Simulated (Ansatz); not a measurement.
# A defect in a wire: Cu wire along [100], 4 atoms a period, vacancy of one Cu, part 2 of 3

What does the defect do to the conductance?

Ansatz 0.2.0; DFT PBE, plane waves, PAW; relaxation of a wire's period (the session's first sound run).

So far. Step 2 (Relaxing the period): The cell's length comes to 2.474 Å with spin left out. That is -32 % against the start, more than a small adjustment. 4 contacts a cell pass between under 1.1 and over 1.27 times the sum of covalent radii, so the wire has rearranged from the shape that names it.

## 3. The perfect wire

This step: DFT PBE, plane waves, PAW; channels and complex bands of a perfect wire (Ansatz 0.2.0).

At the relaxed period the Bloch states of the perfect wire are found at each energy: those that move forward count the open channels, and those that decay describe how a disturbance dies away inside the wire itself. An energy step of 0.035 eV is under the 0.039 eV that the program asks for its thermal average at 300 K.

input.yaml

```yaml
crystal:
  lattice:
    - [8.615, 0.0, 0.0]
    - [0.0, 8.615, 0.0]
    - [0.0, 0.0, 2.4741273397]
  atoms:
    - { symbol: Cu, position: [0.377891728, 0.377891728, 0.0] }
    - { symbol: Cu, position: [0.622108272, 0.622108272, 0.0] }
    - { symbol: Cu, position: [0.377891728, 0.622108272, 0.5] }
    - { symbol: Cu, position: [0.622108272, 0.377891728, 0.5] }
kpoints:
  mp_grid: { grid: [1, 1, 33] }
scf:
  occupations: { method: fermi_dirac, width: 0.05 }
hamiltonian:
  xc: pbe
output:
  transmission:
    e_range: [-1.26, 1.26]
    de: 0.035
    kmesh: [1, 1]
    reduced_basis: true
    leads: [[0, 0]]
basis:
  ecutwfc: "350 eV"
```

Command:

```console
> ansatz run input.yaml --threads 4 --pin off --max-ram 16384MiB --backend cpu --events-out ev --progress --plain --runs-dir out
```

Numbers of over 12 decimals in the logs are rounded to 6 here.

The program printed:

```text
Warning: basis.ecutwfc = 350 eV is below the records' recommended 420 eV, and the density's cutoff is lower with it unless basis.ecutrho_ratio is high enough to keep the records' density cutoff: compare with a run at a higher cutoff
[...]
Crystal: 4 atoms, lattice volume = 183.625 Å³
Basis set: ecut = 350 eV, 2711 PW (Γ)
Bands: 46, of which v1, the nominal top of the filled ones, is band 38 counted from 1 (37 counted from 0)
Symmetry: 16 space group operations
[...]
k-points: 17 of 33
[...]
SCF iter   1: F=—  HF=-26496.818936 eV  |F-HF|=—  |Δ(HF+E_count)|=         —  Δρ=2.17e-3  dr2=1.92e-2  ethr=1.77e-3  ⟨swp⟩=6.9  Hψ=3234  notcnv=0  defer=5
[...]
SCF iter   7: F=-26496.819656 eV  HF=-26496.819656 eV  |F-HF|=1.03e-7  |Δ(HF+E_count)|=   9.46e-7  Δρ=8.66e-6  dr2=8.61e-8  ethr=1.32e-10  ⟨swp⟩=7.8  Hψ=3144  notcnv=0
SCF 1 converged in 7 iterations: F = -26496.819656 eV  dr2 = 8.61e-8
[...]
transmission: 5 of 5 steps passed
SCF converged after 7 iterations
Free energy (F): -26496.819656 eV
[...]
Internal energy: -26496.810419 eV  (E = F + TS)
E sigma→0 (E₀):  -26496.815037 eV
Entropy (-TS):   -0.009236 eV (-2.309 meV/atom)
Fermi energy:    1.179838 eV
[...]
--- Band table (eV; the first three rows and the last of 17) ---
  k-point 0: bands = [... 34 lower, -0.1585, -0.1060, -0.1060, -0.0067, 0.0168, 1.9190, 1.9816, 2.1860, ... 4 higher]
  k-point 1: bands = [... 34 lower, -0.1339, -0.1156, -0.1156, -0.0277, -0.0140, 1.9708, 2.0228, 2.2070, ... 4 higher]
  k-point 2: bands = [... 34 lower, -0.1388, -0.0941, -0.0826, -0.0654, -0.0654, 2.1174, 2.1413, 2.2692, ... 4 higher]
  k-point 16: bands = [... 34 lower, -0.0490, -0.0490, 1.9436, 2.6145, 3.8024, 3.8024, 6.5719, 6.5719, ... 4 higher]
--- Transmission ---
  basis      : 545 plane waves across, 5 finite elements along
  points     : 1, standing for a mesh of 1 x 1
  filling    : by the input's occupations and mesh, since the crystals that have channels conduct as metals do. If one of these is a semiconductor, that mesh has misplaced its level
  energies   : 73 from -1.260000 to 1.260000 eV about the Fermi level, 0.035000 eV apart; the leads are filled to 0.000000 eV, and channels, transmission and decay are at 0.000000 eV
  crystal 0  : Cu4, at the sites [0, 0], period 2.4741 Å: whole cells are its period
    offset         : up to 0.0000 Å between an atom of the period and one for which it stands
    filled         : 11.4 meV over the level at which it is neutral
    channels       : 3.000000e0 a spin
    conductance    : 3.1319e14 S/m² at 300 K; may be off by some 0.0 % by where its bands' edges are placed, 0.0 % from the distance to neutral
```

The job ended after 6 min (4 threads of Arm Neoverse N1, shared host; peak memory 2.6 GiB).

Numbers from this step:

| Item | Value |
| --- | --- |
| energy at zero smearing | -26496.8150 eV |
| channels at the energy nearest the Fermi level, one spin | 3 |
| conductance of the lead as this run defines it | 3.000 G₀ |
| band gap | 0 eV |

The open channels of the lead, one spin by energy, zero at the Fermi level:

| energy (eV) | open channels of the lead, one spin |
| --- | --- |
| -1.26 | 7 |
| -1.19 | 5 |
| -1.12 | 3 |
| -1.05 | 3 |
| -0.98 | 3 |
| -0.91 | 3 |
| -0.84 | 3 |
| -0.77 | 3 |
| -0.70 | 3 |
| -0.63 | 3 |
| -0.59 | 3 |
| -0.53 | 3 |
| -0.46 | 3 |
| -0.39 | 3 |
| -0.32 | 3 |
| -0.24 | 3 |
| -0.17 | 3 |
| -0.10 | 3 |
| -0.04 | 3 |
| 0.00 | 3 |
| 0.04 | 3 |
| 0.10 | 3 |
| 0.17 | 3 |
| 0.24 | 3 |
| 0.32 | 3 |
| 0.39 | 3 |
| 0.46 | 3 |
| 0.53 | 3 |
| 0.59 | 3 |
| 0.63 | 3 |
| 0.70 | 3 |
| 0.77 | 4 |
| 0.84 | 5 |
| 0.91 | 5 |
| 0.98 | 5 |
| 1.05 | 6 |
| 1.12 | 6 |
| 1.19 | 6 |
| 1.26 | 6 |

The slowest values at each energy, most degenerate partners merged, listed up to 1.5 1/Å. Im kz of the slowest decaying states against energy, zero at the Fermi level:

| energy (eV) | decay 1 (Å⁻¹) | decay 2 (Å⁻¹) | decay 3 (Å⁻¹) | decay 4 (Å⁻¹) |
| --- | --- | --- | --- | --- |
| -1.190 | 0.134 | 0.248 | 0.473 | 0.509 |
| -1.085 | 0.119 | 0.162 | 0.251 | 0.334 |
| -1.015 | 0.157 | 0.202 | 0.301 | 0.374 |
| -0.910 | 0.194 | 0.241 | 0.362 | 0.419 |
| -0.805 | 0.219 | 0.267 | 0.414 | 0.454 |
| -0.700 | 0.236 | 0.285 | 0.460 | 0.483 |
| -0.595 | 0.247 | 0.297 | 0.502 | 0.506 |
| -0.490 | 0.254 | 0.303 | 0.525 | 0.541 |
| -0.385 | 0.257 | 0.306 | 0.541 | 0.577 |
| -0.315 | 0.258 | 0.306 | 0.551 | 0.577 |
| -0.210 | 0.256 | 0.303 | 0.556 | 0.563 |
| -0.105 | 0.251 | 0.297 | 0.534 | 0.573 |
| 0.000 | 0.243 | 0.288 | 0.511 | 0.581 |
| 0.105 | 0.232 | 0.276 | 0.487 | 0.588 |
| 0.210 | 0.218 | 0.261 | 0.460 | 0.593 |
| 0.315 | 0.200 | 0.242 | 0.431 | 0.597 |
| 0.385 | 0.186 | 0.227 | 0.409 | 0.599 |
| 0.490 | 0.160 | 0.200 | 0.375 | 0.601 |
| 0.595 | 0.124 | 0.166 | 0.336 | 0.602 |
| 0.700 | 0.0655 | 0.118 | 0.291 | 0.602 |
| 0.805 | 0.237 | 0.601 | 0.894 | 0.897 |
| 0.910 | 0.164 | 0.599 | 0.907 | 0.920 |
| 1.015 | 0.596 | 0.919 | 0.923 | 0.941 |
| 1.085 | 0.594 | 0.915 | 0.927 | 0.955 |
| 1.190 | 0.589 | 0.904 | 0.939 | 0.975 |

By hand: the program gives 3.1319 × 10^14 S/m² over the cell's cross-section of 74.22 Å² = 7.422 × 10^-19 m², so one cell conducts 2.324 × 10^-4 S. Divided by G0 = 2e²/h = 7.748 × 10^-5 S this is 3.00 G0, a resistance of 4.30 kΩ.

At the computed energy nearest the Fermi level there are 3 channels a spin, and the thermal average gives 3.00 G₀.

## 4. Relaxation of the scattering region

This step: DFT PBE, plane waves, PAW; relaxation of a junction in a wire, ends held (Ansatz 0.2.0).

System of this step: Cu wire along [100], 4 atoms a period, vacancy of one Cu. The cell holds 27 atoms: 27 Cu. Its edges and angles: a = 8.615 Å, b = 8.615 Å, c = 17.319 Å, α = 90.0°, β = 90.0°, γ = 90.0°. Regions: held atoms, 16 atoms (16 Cu); free atoms, 11 atoms (11 Cu). Vacuum lies along a and b. The structure's axis is c.

11 atoms at the defect are free to relax, while 16 stay where the perfect wire has them, so that the ends still repeat as a lead. The cutoff is set under the files' recommended one to save time.

input.yaml

```yaml
crystal:
  lattice:
    - [8.615, 0.0, 0.0]
    - [0.0, 8.615, 0.0]
    - [0.0, 0.0, 17.3188913778]
  atoms:
    - { symbol: Cu, position: [0.377891728, 0.377891728, 0.0] }
    - { symbol: Cu, position: [0.622108272, 0.622108272, 0.0] }
    - { symbol: Cu, position: [0.377891728, 0.622108272, 0.071428571] }
    - { symbol: Cu, position: [0.622108272, 0.377891728, 0.071428571] }
    - { symbol: Cu, position: [0.377891728, 0.377891728, 0.142857143] }
    - { symbol: Cu, position: [0.622108272, 0.622108272, 0.142857143] }
    - { symbol: Cu, position: [0.377891728, 0.622108272, 0.214285714] }
    - { symbol: Cu, position: [0.622108272, 0.377891728, 0.214285714] }
    - { symbol: Cu, position: [0.377891728, 0.377891728, 0.285714286] }
    - { symbol: Cu, position: [0.622108272, 0.622108272, 0.285714286] }
    - { symbol: Cu, position: [0.377891728, 0.622108272, 0.357142857] }
    - { symbol: Cu, position: [0.622108272, 0.377891728, 0.357142857] }
    - { symbol: Cu, position: [0.381374027, 0.383695559, 0.428571429], spin: 0.6 }
    - { symbol: Cu, position: [0.622108272, 0.622108272, 0.428571429] }
    - { symbol: Cu, position: [0.622108272, 0.377891728, 0.5] }
    - { symbol: Cu, position: [0.377891728, 0.377891728, 0.571428571] }
    - { symbol: Cu, position: [0.622108272, 0.622108272, 0.571428571] }
    - { symbol: Cu, position: [0.377891728, 0.622108272, 0.642857143] }
    - { symbol: Cu, position: [0.622108272, 0.377891728, 0.642857143] }
    - { symbol: Cu, position: [0.377891728, 0.377891728, 0.714285714] }
    - { symbol: Cu, position: [0.622108272, 0.622108272, 0.714285714] }
    - { symbol: Cu, position: [0.377891728, 0.622108272, 0.785714286] }
    - { symbol: Cu, position: [0.622108272, 0.377891728, 0.785714286] }
    - { symbol: Cu, position: [0.377891728, 0.377891728, 0.857142857] }
    - { symbol: Cu, position: [0.622108272, 0.622108272, 0.857142857] }
    - { symbol: Cu, position: [0.377891728, 0.622108272, 0.928571429] }
    - { symbol: Cu, position: [0.622108272, 0.377891728, 0.928571429] }
magnetization:
  spin_polarized: true
kpoints:
  mp_grid: { grid: [1, 1, 2] }
scf:
  occupations: { method: fermi_dirac, width: 0.1 }
hamiltonian:
  xc: pbe
relax:
  constraints: [{ sites: [0, 1, 2, 3, 4, 5, 6, 7, 19, 20, 21, 22, 23, 24, 25, 26] }]
  f_tol: 0.06
  max_steps: 35
basis:
  ecutwfc: "350 eV"
```

The program printed:

```text
[...]
Crystal: 27 atoms, lattice volume = 1285.377 Å³
Basis set: ecut = 350 eV, 19165 PW (Γ), exchange–correlation on 108×108×216 points (8 copies of the dense FFT grid, shifted against one another)
Bands: 309, of which v1, the nominal top of the filled ones, is band 257 counted from 1 (256 counted from 0)
Symmetry: 1 space group operations
[...]
k-points: 2
[...]
Starting moments: Σ|m| = 0.6 μB on 1 of 27 sites
[...]
SCF iter   1: F=—  HF=-178867.118748 eV  |F-HF|=—  |Δ(HF+E_count)|=         —  Δρ=4.89e-2 (↑4.89e-2 ↓4.68e-2)  dr2=7.57e1  dr2_m=4.51e-1  M=0.100 μB ∫|m|=0.208 μB  β_m=0.30  ethr=3.10e-3  ⟨swp⟩=6.0  Hψ=4852  notcnv=0  defer=40
[...]
spin=Collinear: LDOS preconditioning applied to the charge; magnetization (m = ρ↑ − ρ↓) channel mixes plain (no charge-response kernel on spin).
SCF iter   2: F=—  HF=-178853.332996 eV  |F-HF|=—  |Δ(HF+E_count)|=    1.38e1  Δρ=8.16e-3 (↑7.62e-3 ↓8.16e-3)  dr2=1.07e0  dr2_m=3.49e-1  M=0.033 μB ∫|m|=0.097 μB  β_m=0.30  ethr=3.10e-3  ⟨swp⟩=2.0  Hψ=2444  notcnv=0  defer=104
[...]
spin=Collinear: Resta preconditioning applied to the charge; magnetization (m = ρ↑ − ρ↓) channel mixes plain (no charge-response kernel on spin).
SCF iter   3: F=—  HF=-178852.697697 eV  |F-HF|=—  |Δ(HF+E_count)|=   6.35e-1  Δρ=8.36e-3 (↑8.36e-3 ↓7.26e-3)  dr2=1.95e0  dr2_m=1.85e-1  M=0.030 μB ∫|m|=0.085 μB  β_m=0.30  ethr=2.08e-4  ⟨swp⟩=2.0  Hψ=2394  notcnv=0  defer=112
[...]
SCF iter   6: F=—  HF=-178852.485918 eV  |F-HF|=—  |Δ(HF+E_count)|=   3.06e-2  Δρ=2.17e-3 (↑2.06e-3 ↓2.17e-3)  dr2=6.39e-2  dr2_m=3.39e-2  M=0.010 μB ∫|m|=0.040 μB  β_m=0.30  ethr=7.16e-5  ⟨swp⟩=2.0  Hψ=1832  notcnv=0  defer=104
[...]
spin-set hold released at iteration 6 (site moments contracting): the magnetisation degrees of freedom join the quasi-Newton model from the next iteration; the mixer history was flushed
SCF iter   7: F=—  HF=-178852.494922 eV  |F-HF|=—  |Δ(HF+E_count)|=   9.00e-3  Δρ=1.55e-3 (↑1.24e-3 ↓1.55e-3)  dr2=2.08e-2  dr2_m=1.93e-2  M=0.007 μB ∫|m|=0.032 μB  β_m=0.46  ethr=1.25e-5  ⟨swp⟩=2.0  Hψ=1674  notcnv=0  defer=104
[...]
SCF iter  14: F=-178852.506665 eV  HF=-178852.506683 eV  |F-HF|=1.88e-5  |Δ(HF+E_count)|=   6.21e-5  Δρ=1.87e-5 (↑1.87e-5 ↓1.86e-5)  dr2=2.85e-5  dr2_m=1.41e-7  M=0.000 μB ∫|m|=0.000 μB  ethr=1.75e-8  ⟨swp⟩=1.0  Hψ=2950  notcnv=0
WARN: the starting moments were not kept: the SCF closed with an absolute magnetisation of 1.9e-4 μB, where they sum to 0.6 μB in size (1 site). That is at most 0.1 of that sum. Measured as dr2_m measures the in/out step, that magnetisation stands 1.5e-8 eV from none, at or under the dr2_threshold of 9.0e-5 eV: it is no larger than a step whose dr2_m would equal this threshold. The system may hold no moment; this SCF [...]
SCF 1 converged in 14 iterations: F = -178852.506665 eV  dr2 = 2.85e-5
[...]
relax step   1: F+E_penalty+E_count = -178852.50666469 eV  Δ(F+E_penalty+E_count) = +0.000e0 eV  max|allowed force component| = 2.350e-1 eV/Å  Δτ_max = 0.0000 Å  (14 SCF iters, dr2 threshold 9.00e-5 eV, accepted)
[...]
Starting moments: Σ|m| = 0.6 μB on 1 of 27 sites; this step starts from the density that it was given
[...]
SCF iter  13: F=-178852.529726 eV  HF=-178852.529727 eV  |F-HF|=7.66e-8  |Δ(HF+E_count)|=   1.44e-7  Δρ=4.38e-7 (↑4.38e-7 ↓4.24e-7)  dr2=1.06e-8  dr2_m=2.21e-10  M=0.000 μB ∫|m|=0.000 μB  ethr=6.78e-12  ⟨swp⟩=1.0  Hψ=2980  notcnv=0
the starting moments were not kept: the SCF closed with an absolute magnetisation of 4.2e-6 μB, where they sum to 0.6 μB in size (1 site). That is at most 0.1 of that sum. Measured as dr2_m measures the in/out step, that magnetisation stands 1.2e-12 eV from none, at or under the dr2_threshold of 1.0e-7 eV: it is no larger than a step whose dr2_m would equal this threshold.
SCF 2 converged in 13 iterations: F = -178852.529726 eV  dr2 = 1.06e-8
relax step   2: F+E_penalty+E_count = -178852.52972643 eV  Δ(F+E_penalty+E_count) = -2.306e-2 eV  max|allowed force component| = 1.596e-1 eV/Å  Δτ_max = 0.0304 Å  (13 SCF iters, accepted)
SCF iter   1: F=—  HF=-178852.824582 eV  |F-HF|=—  |Δ(HF+E_count)|=         —  Δρ=7.30e-3 (↑7.30e-3 ↓6.15e-3)  dr2=1.22e0  dr2_m=1.11e-1  M=-0.003 μB ∫|m|=0.020 μB  β_m=0.30  ethr=1.20e-3  ⟨swp⟩=5.0  Hψ=3633  notcnv=0  defer=93
[...]
SCF iter  17: F=-178852.612399 eV  HF=-178852.612399 eV  |F-HF|=2.06e-7  |Δ(HF+E_count)|=   7.21e-8  Δρ=9.79e-7 (↑9.79e-7 ↓9.74e-7)  dr2=5.80e-8  dr2_m=1.77e-10  M=0.000 μB ∫|m|=0.000 μB  ethr=1.95e-11  ⟨swp⟩=3.0  Hψ=3204  notcnv=0
[...]
SCF 3 converged in 17 iterations: F = -178852.612399 eV  dr2 = 5.80e-8
[...]
relax step   3: F+E_penalty+E_count = -178852.61239914 eV  Δ(F+E_penalty+E_count) = -8.267e-2 eV  max|allowed force component| = 1.346e-1 eV/Å  Δτ_max = 0.2000 Å  (17 SCF iters, accepted)
[...]
relax step   4: F+E_penalty+E_count = -178852.62924213 eV  Δ(F+E_penalty+E_count) = -1.684e-2 eV  max|allowed force component| = 9.826e-3 eV/Å  Δτ_max = 0.0672 Å  (9 SCF iters, dr2 threshold 8.36e-6 eV, accepted)
[...]
SCF iter   5: F=-178852.629245 eV  HF=-178852.629245 eV  |F-HF|=3.60e-7  |Δ(HF+E_count)|=   2.03e-7  Δρ=1.04e-6 (↑1.03e-6 ↓1.04e-6)  dr2=7.26e-8  dr2_m=8.12e-11  M=-0.000 μB ∫|m|=0.000 μB  ethr=1.95e-11  ⟨swp⟩=2.0  Hψ=4014  notcnv=0
[...]
SCF 5 converged in 5 iterations: F = -178852.629245 eV  dr2 = 7.26e-8
relax step   5: F+E_penalty+E_count = -178852.62924484 eV  Δ(F+E_penalty+E_count) = -2.711e-6 eV  max|allowed force component| = 9.843e-3 eV/Å  Δτ_max = 0.0000 Å  (5 SCF iters, accepted)
SCF converged after 5 iterations
Magnetization: -0.0000 μB (256.5000 up, 256.5000 down)
Absolute magnetization: 0.0000 μB (∫|ρ↑−ρ↓|, with the PAW one-centre terms)
[...]
Per-site moments (μB) at R_I (Å): [(5.0573815864098165e-9, 1.006773), (1.4886513723230918e-8, 1.006773), (3.290607386161529e-8, 1.006773), (3.10504643870037e-8, 1.006773), (-7.794931747388235e-8, 1.006773), (-6.203214674850884e-8, 1.006773), (3.233452633785978e-8, 1.001530), (2.5900724268544132e-8, 0.998541), (1.3689068852335218e-7, 0.998541), (7.609817849731305e-8, 0.998657), (-7.213583355991895e-8, 0.999414), (-5.2 [...]
Free energy (F): -178852.629245 eV
[...]
Internal energy: -178852.390174 eV  (E = F + TS)
E sigma→0 (E₀):  -178852.509709 eV
Entropy (-TS):   -0.239071 eV (-8.854 meV/atom)
Fermi energy:    0.956085 eV
[...]
--- Forces (eV/Å), atoms counted from 1 ---
  atom   1  Cu    -0.02138958     0.00879512     0.00799570
  atom   2  Cu    -0.00879436     0.02135722     0.00792358
  atom   3  Cu    -0.01141039     0.01157863     0.00325888
  atom   4  Cu    -0.00520163     0.00524135     0.01336399
  atom   5  Cu    -0.01353638     0.00041721     0.10751961
  atom   6  Cu    -0.00087901     0.01334472     0.11014274
  atom   7  Cu    -0.03736632     0.03405202    -0.10895429
  atom   8  Cu     0.08031008    -0.07955894     0.01617696
  atom   9  Cu    -0.00696990    -0.00538475     0.00423626
  atom  10  Cu     0.00513079     0.00687749     0.00414700
  atom  11  Cu    -0.00642399     0.00696992    -0.00610317
  atom  12  Cu     0.00702061    -0.00812427    -0.00578674
  atom  13  Cu     0.00207292     0.00012664     0.00598278
  atom  14  Cu     0.00157320    -0.00117517     0.00620929
  atom  15  Cu    -0.00016535     0.00007369    -0.00191781
  atom  16  Cu     0.00457901     0.00479197    -0.00984327
  atom  17  Cu    -0.00477448    -0.00312382    -0.00628374
  atom  18  Cu    -0.00171075     0.00098957     0.00144155
  atom  19  Cu     0.00043968    -0.00123847     0.00305476
  atom  20  Cu     0.08401026     0.05875056    -0.18406718
  atom  21  Cu    -0.05685536    -0.08510257    -0.18317058
  atom  22  Cu     0.00196987    -0.00180086     0.16317955
  atom  23  Cu     0.02057441    -0.02050225     0.02835665
  atom  24  Cu    -0.02112483    -0.00410394     0.00993423
  atom  25  Cu     0.00408073     0.02128261     0.01002727
  atom  26  Cu    -0.01263092     0.01277017     0.00582553
  atom  27  Cu    -0.00259559     0.00275452    -0.00263489
  max |Σ_I F_I| component: 6.73e-5 eV/Å
--- Relaxed structure (5 steps of the walk, 5 accepted, 0 SCFs on fresh bases) ---
  F+E_penalty+E_count = -178852.62924484 eV   max|allowed force component| = 9.843e-3 eV/Å
  atoms:
    - { symbol: Cu, position: [0.377891728, 0.377891728, 0.0] }
    - { symbol: Cu, position: [0.622108272, 0.622108272, 0.0] }
    - { symbol: Cu, position: [0.377891728, 0.622108272, 0.071429] }
    - { symbol: Cu, position: [0.622108272, 0.377891728, 0.071429] }
    - { symbol: Cu, position: [0.377891728, 0.377891728, 0.142857] }
    - { symbol: Cu, position: [0.622108272, 0.622108272, 0.142857] }
    - { symbol: Cu, position: [0.377891728, 0.622108272, 0.214286] }
    - { symbol: Cu, position: [0.622108272, 0.377891728, 0.214286] }
    - { symbol: Cu, position: [0.384947, 0.383800, 0.289188] }
    - { symbol: Cu, position: [0.615892, 0.614961, 0.289284] }
    - { symbol: Cu, position: [0.365837, 0.633509, 0.355372] }
    - { symbol: Cu, position: [0.633633, 0.366199, 0.357574] }
    - { symbol: Cu, position: [0.394075, 0.399016, 0.431450] }
    - { symbol: Cu, position: [0.600108, 0.605558, 0.431510] }
    - { symbol: Cu, position: [0.636826, 0.362906, 0.501399] }
    - { symbol: Cu, position: [0.392425, 0.396273, 0.570439] }
    - { symbol: Cu, position: [0.603854, 0.607432, 0.570436] }
    - { symbol: Cu, position: [0.371423, 0.628687, 0.646555] }
    - { symbol: Cu, position: [0.628866, 0.371075, 0.645038] }
    - { symbol: Cu, position: [0.377891728, 0.377891728, 0.714286] }
    - { symbol: Cu, position: [0.622108272, 0.622108272, 0.714286] }
    - { symbol: Cu, position: [0.377891728, 0.622108272, 0.785714] }
    - { symbol: Cu, position: [0.622108272, 0.377891728, 0.785714] }
    - { symbol: Cu, position: [0.377891728, 0.377891728, 0.857143] }
    - { symbol: Cu, position: [0.622108272, 0.622108272, 0.857143] }
    - { symbol: Cu, position: [0.377891728, 0.622108272, 0.928571] }
    - { symbol: Cu, position: [0.622108272, 0.377891728, 0.928571] }
```

Wall time 5 min (4 threads); peak memory 4.2 GiB.

The steps of the relaxation:

| step | energy less that of the first step (eV) | largest force component (eV/Å) |
| --- | --- | --- |
| 1 | 0.0000 | 0.2350 |
| 2 | -0.0231 | 0.1596 |
| 3 | -0.1057 | 0.1346 |
| 4 | -0.1226 | 0.0098 |
| 5 | -0.1226 | 0.0098 |

The atoms that moved most (Å):

| atom | dx | dy | dz | length |
| --- | --- | --- | --- | --- |
| Cu14 | -0.190 | -0.143 | 0.051 | 0.243 |
| Cu16 | 0.125 | 0.158 | -0.017 | 0.203 |
| Cu17 | -0.157 | -0.126 | -0.017 | 0.203 |
| Cu15 | 0.127 | -0.129 | 0.024 | 0.183 |
| Cu13 | 0.109 | 0.132 | 0.050 | 0.179 |
| Cu11 | -0.104 | 0.098 | -0.031 | 0.146 |
| Cu12 | 0.099 | -0.101 | 0.007 | 0.142 |
| Cu10 | -0.054 | -0.062 | 0.062 | 0.102 |

The relaxed structure:

```cif
data_structure
_symmetry_space_group_name_H-M 'P 1'
_symmetry_Int_Tables_number 1
_cell_length_a 8.6150
_cell_length_b 8.6150
_cell_length_c 17.3189
_cell_angle_alpha 90.000
_cell_angle_beta 90.000
_cell_angle_gamma 90.000
_cell_volume 1285.38
loop_
_atom_site_label
_atom_site_type_symbol
_atom_site_fract_x
_atom_site_fract_y
_atom_site_fract_z
_atom_site_occupancy
Cu1 Cu 0.37789 0.37789 0.00000 1
Cu2 Cu 0.62211 0.62211 0.00000 1
Cu3 Cu 0.37789 0.62211 0.07143 1
Cu4 Cu 0.62211 0.37789 0.07143 1
Cu5 Cu 0.37789 0.37789 0.14286 1
Cu6 Cu 0.62211 0.62211 0.14286 1
Cu7 Cu 0.37789 0.62211 0.21429 1
Cu8 Cu 0.62211 0.37789 0.21429 1
Cu9 Cu 0.38495 0.38380 0.28919 1
Cu10 Cu 0.61589 0.61496 0.28928 1
Cu11 Cu 0.36584 0.63351 0.35537 1
Cu12 Cu 0.63363 0.36620 0.35757 1
Cu13 Cu 0.39408 0.39902 0.43145 1
Cu14 Cu 0.60011 0.60556 0.43151 1
Cu15 Cu 0.63683 0.36291 0.50140 1
Cu16 Cu 0.39242 0.39627 0.57044 1
Cu17 Cu 0.60385 0.60743 0.57044 1
Cu18 Cu 0.37142 0.62869 0.64655 1
Cu19 Cu 0.62887 0.37107 0.64504 1
Cu20 Cu 0.37789 0.37789 0.71429 1
Cu21 Cu 0.62211 0.62211 0.71429 1
Cu22 Cu 0.37789 0.62211 0.78571 1
Cu23 Cu 0.62211 0.37789 0.78571 1
Cu24 Cu 0.37789 0.37789 0.85714 1
Cu25 Cu 0.62211 0.62211 0.85714 1
Cu26 Cu 0.37789 0.62211 0.92857 1
Cu27 Cu 0.62211 0.37789 0.92857 1
```

This step gave:

| Property | Result |
| --- | --- |
| energy at zero smearing | -178852.5097 eV |

The largest force component on a free atom ends at 0.010 eV/Å, under the limit of 0.06. 

(Continued in part 3 of 3.)

[Logs are printed without paths, hosts, clocks, repeated set-up lines and the standing remarks that a program may print on its own settings, such as how far it seeks lower states.]

[Hosts, paths, dates, database ids (printed as entryN), source tags and the programs' standing remarks are cut or masked in the printed files.]
